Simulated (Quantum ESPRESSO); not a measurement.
# BP (F-43m): phonons against volume, part 5 of 9

Which modes of BP drive its thermal expansion?

Experimental results on record:
- volume expansion coefficient 9.6 1e-6/K near room temperature (given in “Thermal expansion coefficients of high thermal conducting BAs and BP materials (three times its linear coefficient)”, 2019, arxiv:1906.04101)

Quantum ESPRESSO 7.5; DFT LDA, scalar-relativistic, plane waves, GBRV ultrasoft pseudopotentials.

So far. Step 4 (Self-consistent run): On a basis chosen for the relaxed cell the pressure is -0.13 GPa, small enough for phonons. Step 5 (Zone-centre response): The Born charges sum to zero within 0.072 e; the rest is removed before use. Acoustic frequencies in this log differ from zero by the error of the sum rule, which ph.x does not impose.

## (6) Forces on a displaced cell

One atom (for the harmonic constants) or a pair of atoms (for the cubic ones) is moved by a few hundredths of an ångström; the forces on all atoms give a column of force constants. The threshold is tight because the forces are small.

System of this step: BP. The cell holds 54 atoms: 27 B and 27 P. Cell: a = 9.534 Å, b = 9.534 Å, c = 9.534 Å, α = 60.0°, β = 60.0°, γ = 60.0°. It derives from BP, repeated 3×3×3.

disp-00002.in reads:

```
 &control
    calculation='scf',
    prefix='x',
    outdir='./tmp',
    pseudo_dir='./pseudo',
    tprnfor=.true.,
    disk_io='none',
 /
 &system
    ibrav=0,
    nat=54,
    ntyp=2,
    ecutwfc=40.0,
    ecutrho=240.0,
    occupations='fixed',
    nbnd=110,
 /
 &electrons
    conv_thr=1.0d-11,
    mixing_beta=0.7,
    electron_maxstep=100,
 /
ATOMIC_SPECIES
 B      10.8100  B.upf
 P      30.9738  P.upf
CELL_PARAMETERS angstrom
     0.000000000    6.741625668    6.741625668
     6.741625668    0.000000000    6.741625668
     6.741625668    6.741625668    0.000000000
ATOMIC_POSITIONS crystal
 B      0.000000000   0.000000000   0.000000000
 B      0.333333333   0.000000000   0.000000000
 B      0.666666667   0.000000000   0.000000000
 B      0.000000000   0.333333333   0.000000000
 B      0.333333333   0.333333333   0.000000000
 B      0.666666667   0.333333333   0.000000000
 B      0.000000000   0.666666667   0.000000000
 B      0.333333333   0.666666667   0.000000000
 B      0.666666667   0.666666667   0.000000000
 B      0.000000000   0.000000000   0.333333333
 B      0.333333333   0.000000000   0.333333333
 B      0.666666667   0.000000000   0.333333333
 B      0.000000000   0.333333333   0.333333333
 B      0.333333333   0.333333333   0.333333333
 B      0.666666667   0.333333333   0.333333333
 B      0.000000000   0.666666667   0.333333333
 B      0.333333333   0.666666667   0.333333333
 B      0.666666667   0.666666667   0.333333333
 B      0.000000000   0.000000000   0.666666667
 B      0.333333333   0.000000000   0.666666667
 B      0.666666667   0.000000000   0.666666667
 B      0.000000000   0.333333333   0.666666667
 B      0.333333333   0.333333333   0.666666667
 B      0.666666667   0.333333333   0.666666667
 B      0.000000000   0.666666667   0.666666667
 B      0.333333333   0.666666667   0.666666667
 B      0.666666667   0.666666667   0.666666667
 P      0.085431067   0.083333333   0.083333333
 P      0.416666667   0.083333333   0.083333333
 P      0.750000000   0.083333333   0.083333333
 P      0.083333333   0.416666667   0.083333333
 P      0.416666667   0.416666667   0.083333333
 P      0.750000000   0.416666667   0.083333333
 P      0.083333333   0.750000000   0.083333333
 P      0.416666667   0.750000000   0.083333333
 P      0.750000000   0.750000000   0.083333333
 P      0.083333333   0.083333333   0.416666667
 P      0.416666667   0.083333333   0.416666667
 P      0.750000000   0.083333333   0.416666667
 P      0.083333333   0.416666667   0.416666667
 P      0.416666667   0.416666667   0.416666667
 P      0.750000000   0.416666667   0.416666667
 P      0.083333333   0.750000000   0.416666667
 P      0.416666667   0.750000000   0.416666667
 P      0.750000000   0.750000000   0.416666667
 P      0.083333333   0.083333333   0.750000000
 P      0.416666667   0.083333333   0.750000000
 P      0.750000000   0.083333333   0.750000000
 P      0.083333333   0.416666667   0.750000000
 P      0.416666667   0.416666667   0.750000000
 P      0.750000000   0.416666667   0.750000000
 P      0.083333333   0.750000000   0.750000000
 P      0.416666667   0.750000000   0.750000000
 P      0.750000000   0.750000000   0.750000000
K_POINTS automatic
 3 3 3 0 0 0
```

Command:

```
$ OMP_NUM_THREADS=1 mpirun -n 4 pw.x -nk 4 -in disp-00002.in > disp-00002.out
```

The program printed:

```text
[banner, memory and clock lines left out]
Program PWSCF v.7.5

     Message from routine setup:
     using ibrav=0 with symmetry is DISCOURAGED, use correct ibrav instead

     G-vector sticks info

     bravais-lattice index     =            0
     lattice parameter (alat)  =      18.0168  a.u.
     unit-cell volume          =    4135.4283 (a.u.)^3
     number of atoms/cell      =           54
     number of atomic types    =            2
     number of electrons       =       216.00
     number of Kohn-Sham states=          110
     kinetic-energy cutoff     =      40.0000  Ry
     charge density cutoff     =     240.0000  Ry
     scf convergence threshold =      1.0E-11
     mixing beta               =       0.7000
     number of iterations used =            8  plain     mixing
     Exchange-correlation=  SLA  PZ   NOGX NOGC
                           (   1   1   0   0   0   0   0)

     celldm(1)=  18.016835  celldm(2)=   0.000000  celldm(3)=   0.000000
     celldm(4)=   0.000000  celldm(5)=   0.000000  celldm(6)=   0.000000

     crystal axes: (cart. coord. in units of alat)
               a(1) = (   0.000000   0.707107   0.707107 )
               a(2) = (   0.707107   0.000000   0.707107 )
               a(3) = (   0.707107   0.707107   0.000000 )

     reciprocal axes: (cart. coord. in units 2 pi/alat)
               b(1) = ( -0.707107  0.707107  0.707107 )
               b(2) = (  0.707107 -0.707107  0.707107 )
               b(3) = (  0.707107  0.707107 -0.707107 )

     PseudoPot. # 1 for B  read from file:
     ./pseudo/B.upf
     Pseudo is Ultrasoft + core correction, Zval =  3.0
     Using radial grid of  781 points,  4 beta functions with:
                l(1) =   0
                l(2) =   0
                l(3) =   1
                l(4) =   1
     Q(r) pseudized with  8 coefficients,  rinner =    1.100   1.100   1.100

     PseudoPot. # 2 for P  read from file:
     ./pseudo/P.upf
     Pseudo is Ultrasoft + core correction, Zval =  5.0
     Using radial grid of  903 points,  6 beta functions with:
                l(1) =   0
                l(2) =   0
                l(3) =   1
                l(4) =   1
                l(5) =   2
                l(6) =   2
     Q(r) pseudized with  8 coefficients,  rinner =    1.300   1.300   1.300
                                                       1.300   1.300

     atomic species   valence    mass     pseudopotential
     B                 3.00    10.81000     B ( 1.00)
     P                 5.00    30.97380     P ( 1.00)

      2 Sym. Ops. (no inversion) found

   Cartesian axes

     site n.     atom                  positions (alat units)
         1        B      tau(   1) = (   0.0000000   0.0000000   0.0000000  )
         2        B      tau(   2) = (   0.0000000   0.2357023   0.2357023  )
         3        B      tau(   3) = (   0.0000000   0.4714045   0.4714045  )
         4        B      tau(   4) = (   0.2357023   0.0000000   0.2357023  )
         5        B      tau(   5) = (   0.2357023   0.2357023   0.4714045  )
         6        B      tau(   6) = (   0.2357023   0.4714045   0.7071068  )
         7        B      tau(   7) = (   0.4714045   0.0000000   0.4714045  )
         8        B      tau(   8) = (   0.4714045   0.2357023   0.7071068  )
         9        B      tau(   9) = (   0.4714045   0.4714045   0.9428090  )
        10        B      tau(  10) = (   0.2357023   0.2357023   0.0000000  )
        11        B      tau(  11) = (   0.2357023   0.4714045   0.2357023  )
        12        B      tau(  12) = (   0.2357023   0.7071068   0.4714045  )
        13        B      tau(  13) = (   0.4714045   0.2357023   0.2357023  )
        14        B      tau(  14) = (   0.4714045   0.4714045   0.4714045  )
        15        B      tau(  15) = (   0.4714045   0.7071068   0.7071068  )
        16        B      tau(  16) = (   0.7071068   0.2357023   0.4714045  )
[...]
20        B      tau(  20) = (   0.4714045   0.7071068   0.2357023  )
        21        B      tau(  21) = (   0.4714045   0.9428090   0.4714045  )
        22        B      tau(  22) = (   0.7071068   0.4714045   0.2357023  )
        23        B      tau(  23) = (   0.7071068   0.7071068   0.4714045  )
        24        B      tau(  24) = (   0.7071068   0.9428090   0.7071068  )
        25        B      tau(  25) = (   0.9428090   0.4714045   0.4714045  )
        26        B      tau(  26) = (   0.9428090   0.7071068   0.7071068  )
        27        B      tau(  27) = (   0.9428090   0.9428090   0.9428090  )
        28        P      tau(  28) = (   0.1178511   0.1193345   0.1193345  )
        29        P      tau(  29) = (   0.1178511   0.3535534   0.3535534  )
        30        P      tau(  30) = (   0.1178511   0.5892557   0.5892557  )
        31        P      tau(  31) = (   0.3535534   0.1178511   0.3535534  )
        32        P      tau(  32) = (   0.3535534   0.3535534   0.5892557  )
        33        P      tau(  33) = (   0.3535534   0.5892557   0.8249579  )
        34        P      tau(  34) = (   0.5892557   0.1178511   0.5892557  )
        35        P      tau(  35) = (   0.5892557   0.3535534   0.8249579  )
        36        P      tau(  36) = (   0.5892557   0.5892557   1.0606602  )
        37        P      tau(  37) = (   0.3535534   0.3535534   0.1178511  )
        38        P      tau(  38) = (   0.3535534   0.5892557   0.3535534  )
        39        P      tau(  39) = (   0.3535534   0.8249579   0.5892557  )
        40        P      tau(  40) = (   0.5892557   0.3535534   0.3535534  )
        41        P      tau(  41) = (   0.5892557   0.5892557   0.5892557  )
        42        P      tau(  42) = (   0.5892557   0.8249579   0.8249579  )
        43        P      tau(  43) = (   0.8249579   0.3535534   0.5892557  )
[...]
47        P      tau(  47) = (   0.5892557   0.8249579   0.3535534  )
        48        P      tau(  48) = (   0.5892557   1.0606602   0.5892557  )
        49        P      tau(  49) = (   0.8249579   0.5892557   0.3535534  )
        50        P      tau(  50) = (   0.8249579   0.8249579   0.5892557  )
        51        P      tau(  51) = (   0.8249579   1.0606602   0.8249579  )
        52        P      tau(  52) = (   1.0606602   0.5892557   0.5892557  )
        53        P      tau(  53) = (   1.0606602   0.8249579   0.8249579  )
        54        P      tau(  54) = (   1.0606602   1.0606602   1.0606602  )

     number of k points=    10
                       cart. coord. in units 2pi/alat
        k(    1) = (   0.0000000   0.0000000   0.0000000), wk =   0.0740741
[...]
iteration # 11     ecut=    40.00 Ry     beta= 0.70
     Davidson diagonalization with overlap
     ethr =  6.30E-10,  avg # of iterations =  4.8

     total energy              =    -594.27932420 Ry
     estimated scf accuracy    <       0.00000038 Ry

     iteration # 12     ecut=    40.00 Ry     beta= 0.70
     Davidson diagonalization with overlap
     ethr =  1.77E-10,  avg # of iterations =  2.6

     total energy              =    -594.27932415 Ry
     estimated scf accuracy    <       0.00000027 Ry

     iteration # 13     ecut=    40.00 Ry     beta= 0.70
     Davidson diagonalization with overlap
     ethr =  1.23E-10,  avg # of iterations =  2.0

     total energy              =    -594.27932413 Ry
     estimated scf accuracy    <       0.00000009 Ry

     iteration # 14     ecut=    40.00 Ry     beta= 0.70
     Davidson diagonalization with overlap
     ethr =  4.31E-11,  avg # of iterations =  3.0

     total energy              =    -594.27932414 Ry
     estimated scf accuracy    <          1.0E-08 Ry

     iteration # 15     ecut=    40.00 Ry     beta= 0.70
     Davidson diagonalization with overlap
     ethr =  4.61E-12,  avg # of iterations =  6.1

     total energy              =    -594.27932415 Ry
     estimated scf accuracy    <          5.6E-09 Ry

     iteration # 16     ecut=    40.00 Ry     beta= 0.70
     Davidson diagonalization with overlap
     ethr =  2.62E-12,  avg # of iterations =  2.0

     total energy              =    -594.27932415 Ry
     estimated scf accuracy    <          1.1E-09 Ry

     iteration # 17     ecut=    40.00 Ry     beta= 0.70
     Davidson diagonalization with overlap
     ethr =  5.28E-13,  avg # of iterations =  6.1

     total energy              =    -594.27932415 Ry
     estimated scf accuracy    <          6.4E-11 Ry

     iteration # 18     ecut=    40.00 Ry     beta= 0.70
     Davidson diagonalization with overlap
     ethr =  1.00E-13,  avg # of iterations =  5.0

     total energy              =    -594.27932415 Ry
     estimated scf accuracy    <          5.4E-11 Ry

     iteration # 19     ecut=    40.00 Ry     beta= 0.70
     Davidson diagonalization with overlap
     ethr =  1.00E-13,  avg # of iterations =  1.0

     End of self-consistent calculation

          k = 0.0000 0.0000 0.0000 ( 17573 PWs)   bands (ev):

    -6.2493  -4.2957  -4.2864  -4.2847  -4.2847  -4.2847  -4.2846  -4.2829
    -4.2742  -3.6071  -3.5999  -3.5989  -3.5989  -3.5978  -3.5906  -1.7010
    -1.6939  -1.6934  -1.6922  -1.6918  -1.6910  -1.6909  -1.6901  -1.6897
    -1.6886  -1.6880  -1.6811   1.5159   1.5295   1.5314   1.5317   1.5323
     1.5325   1.5325   1.5326   1.5332   1.5334   1.5354   1.5486   2.5647
     2.5685   2.5724   2.5725   2.5725   2.5725   2.5763   2.5800   2.8703
     2.8723   2.8767   2.8783   2.8787   2.8792   2.8792   2.8797   2.8801
     2.8818   2.8864   2.8881   3.8218   3.8276   3.8294   3.8295   3.8313
     3.8372   5.8243   5.8315   5.8323   5.8343   5.8348   5.8350   5.8350
     5.8350   5.8356   5.8375   5.8383   5.8451   6.2755   6.2793   6.2830
     6.2841   6.2847   6.2851   6.2851   6.2855   6.2862   6.2872   6.2911
     6.2952   7.8951   7.9122   7.9141   7.9143   7.9169   7.9171   7.9173
     7.9173   7.9174   7.9175   7.9176   7.9179   7.9204   7.9206   7.9229
     7.9403   9.4034   9.4090   9.4150  10.7076  10.7135

          k = 0.2357 0.2357-0.2357 ( 17628 PWs)   bands (ev):

    -6.0220  -5.3505  -4.4852  -4.4805  -4.4762  -4.2528  -4.2483  -4.2437
    -3.6835  -3.6795  -3.6756  -3.0805  -2.7365  -2.7330  -2.7298  -2.6007
    -2.5965  -2.5922  -1.6808  -1.6759  -1.6754  -1.6751  -1.6745  -1.6697
[...]
8.4133   8.4210   9.0450   9.0535  11.0684  11.0750

          k = 0.4714 0.0000-0.0000 ( 17670 PWs)   bands (ev):

[...]
8.4817   8.4846   8.4876   8.4920  10.5735  11.2053

          k =-0.0000-0.4714 0.4714 ( 17690 PWs)   bands (ev):

[...]
7.8405   8.1850   8.1852   9.0723  10.9058  11.9215

          k =-0.2357 0.2357 0.2357 ( 17628 PWs)   bands (ev):

[...]
8.4162   8.4207   9.0488   9.0538  11.0717  11.0757

          k = 0.2357 0.2357 0.2357 ( 17628 PWs)   bands (ev):

[...]
8.4135   8.4179   9.0447   9.0495  11.0713  11.0719

          k = 0.0000 0.4714-0.0000 ( 17670 PWs)   bands (ev):

[...]
8.4835   8.4848   8.4862   8.4941  10.5735  11.2052

          k = 0.0000-0.4714-0.4714 ( 17690 PWs)   bands (ev):

[...]
7.8405   8.1808   8.1895   9.0722  10.9059  11.9230

          k =-0.4714 0.0000-0.4714 ( 17690 PWs)   bands (ev):

[...]
7.8380   8.1838   8.1891   9.0685  10.9045  11.9203

          k = 0.4714 0.0000-0.4714 ( 17690 PWs)   bands (ev):

[...]
1.8770   1.8800   2.2813   2.2862   2.9374   2.9379   2.9408   2.9452
     3.3944   3.3991   3.5497   4.0924   4.0940   4.0973   4.0982   4.3263
     4.3314   4.3703   4.4823   4.4860   4.6159   4.7226   4.7252   5.0647
     5.0681   5.2088   5.2130   5.2149   5.2189   5.3120   5.3169   5.3253
     5.3352   5.3422   5.3436   5.3454   5.4082   5.4099   5.4111   5.4127
     5.9995   6.0022   6.1134   6.1193   6.2790   6.2859   6.4807   6.4833
     6.5555   6.5625   6.5636   6.5665   6.7828   7.0964   7.0997   7.1010
     7.1055   7.3299   7.3369   7.4266   7.6910   7.6995   7.7911   7.7986
     7.8432   8.1811   8.1862   9.0760  10.9073  11.9223

     highest occupied, lowest unoccupied level (ev):     9.4150   10.5735

!    total energy              =    -594.27932415 Ry
     estimated scf accuracy    <          6.5E-12 Ry

     The total energy is the sum of the following terms:
     one-electron contribution =     188.09686443 Ry
     hartree contribution      =      33.29977526 Ry
     xc contribution           =    -243.63614568 Ry
     ewald contribution        =    -572.03981816 Ry

     convergence has been achieved in  19 iterations

     Forces acting on atoms (cartesian axes, Ry/au):

     atom    1 type  1   force =     0.00254067    0.00393219    0.00393219
     atom    2 type  1   force =    -0.00290427    0.00422973    0.00422973
     atom    3 type  1   force =    -0.00000068    0.00006902    0.00006902
     atom    4 type  1   force =    -0.00002511    0.00137176    0.00135107
     atom    5 type  1   force =    -0.00002200   -0.00009651   -0.00006253
     atom    6 type  1   force =     0.00002239   -0.00006202   -0.00009429
     atom    7 type  1   force =     0.00003388    0.00023212    0.00003771
     atom    8 type  1   force =     0.00000213   -0.00007526   -0.00007109
     atom    9 type  1   force =    -0.00003081    0.00003560    0.00023292
     atom   10 type  1   force =    -0.00002511    0.00135107    0.00137176
     atom   11 type  1   force =    -0.00002200   -0.00006253   -0.00009651
     atom   12 type  1   force =     0.00002239   -0.00009429   -0.00006202
     atom   13 type  1   force =    -0.00007235   -0.00002313   -0.00002313
     atom   14 type  1   force =     0.00000018   -0.00002225   -0.00002225
     atom   15 type  1   force =     0.00007193   -0.00002371   -0.00002371
     atom   16 type  1   force =    -0.00007181   -0.00000132    0.00001034
[...]
atom   47 type  2   force =    -0.00030624   -0.00034773    0.00026016
     atom   48 type  2   force =     0.00000002    0.00008773    0.00008816
     atom   49 type  2   force =     0.00000412   -0.00004536   -0.00004928
     atom   50 type  2   force =    -0.00000055    0.00001976    0.00004893
     atom   51 type  2   force =    -0.00000059    0.00004820    0.00002022
     atom   52 type  2   force =     0.00007927    0.00000828    0.00000828
     atom   53 type  2   force =    -0.00000059    0.00001996    0.00001996
     atom   54 type  2   force =    -0.00007916    0.00000919    0.00000919

     Total force =     0.020490     Total SCF correction =     0.000002
     Message from routine punch:
     Nothing written, as per user request (disk_io='none')
```

The job ended after 15 min (4 MPI ranks of Arm Neoverse V1, shared host; 59 min of CPU time).

This step gave:

```
gap on the k-mesh : 1.159 eV
```

Force (size) by element, in eV/Å:

```
element  atoms   mean  spread (r.m.s.)  least  largest
      B     27  0.018            0.043  0.000    0.171
      P     27  0.026            0.086  0.001    0.462
```

The atoms with the largest values:

```
atom       x, y, z (Å)           force (eV/Å)
 P28  1.12, 1.14, 1.14  0.010, -0.326, -0.326
  B2  0.00, 2.25, 2.25   -0.075, 0.109, 0.109
  B1  0.00, 0.00, 0.00    0.065, 0.101, 0.101
  B4  2.25, 0.00, 2.25   -0.001, 0.035, 0.035
 B10  2.25, 2.25, 0.00   -0.001, 0.035, 0.035
 P29  1.12, 3.37, 3.37   -0.007, 0.022, 0.022
 P30  1.12, 5.62, 5.62    0.007, 0.021, 0.021
 P31  3.37, 1.12, 3.37   0.015, -0.016, 0.013
```

At this level the gap is 1.16 eV on the k-mesh of the self-consistent run, which can miss the band edges.

## (7) A displaced supercell

One atom (for the harmonic constants) or a pair of atoms (for the cubic ones) is moved by a few hundredths of an ångström; the forces on all atoms give a column of force constants. The threshold is tight because the forces are small.

disp-00001.in, as its differences from disp-00002.in of step 6:

```diff
@@ -30,3 +30,3 @@
 ATOMIC_POSITIONS crystal
- B      0.000000000   0.000000000   0.000000000
+ B      0.002097734   0.000000000   0.000000000
  B      0.333333333   0.000000000   0.000000000
@@ -57,3 +57,3 @@
  B      0.666666667   0.666666667   0.666666667
- P      0.085431067   0.083333333   0.083333333
+ P      0.083333333   0.083333333   0.083333333
  P      0.416666667   0.083333333   0.083333333
```

Command:

```
$ OMP_NUM_THREADS=1 mpirun -n 4 pw.x -nk 4 -in disp-00001.in > disp-00001.out
```

The program printed:

```text
[banner, memory and clock lines left out]
Program PWSCF v.7.5

     Message from routine setup:
     using ibrav=0 with symmetry is DISCOURAGED, use correct ibrav instead

     G-vector sticks info

     bravais-lattice index     =            0
     lattice parameter (alat)  =      18.0168  a.u.
     unit-cell volume          =    4135.4283 (a.u.)^3
     number of atoms/cell      =           54
     number of atomic types    =            2
     number of electrons       =       216.00
[...]
atom    1 type  1   force =    -0.00043241   -0.01116527   -0.01116527
     atom    2 type  1   force =     0.00029894    0.00041247    0.00041247
     atom    3 type  1   force =    -0.00029640    0.00039580    0.00039580
[...]
atom   53 type  2   force =     0.00009316   -0.00002322   -0.00002322
     atom   54 type  2   force =     0.00000008   -0.00002228   -0.00002228

     Total force =     0.018494     Total SCF correction =     0.000003
     Message from routine punch:
     Nothing written, as per user request (disk_io='none')
[key lines of the parts left out:]
!    total energy              =    -594.27936737 Ry
convergence has been achieved in  17 iterations
```

Wall time 15 min (4 MPI ranks).

[end of part 5 of 9]

[Logs are printed without paths, hosts, clocks, repeated set-up lines and the standing remarks that a program may print on its own settings, such as how far it seeks lower states.]

[Hosts, paths, dates, database ids (printed as entryN), source tags and the programs' standing remarks are cut or masked in the printed files.]

[A step with changed settings may run another functional than the one named; its input shows which.]

[Of the runs on displaced cells, only some may be shown.]
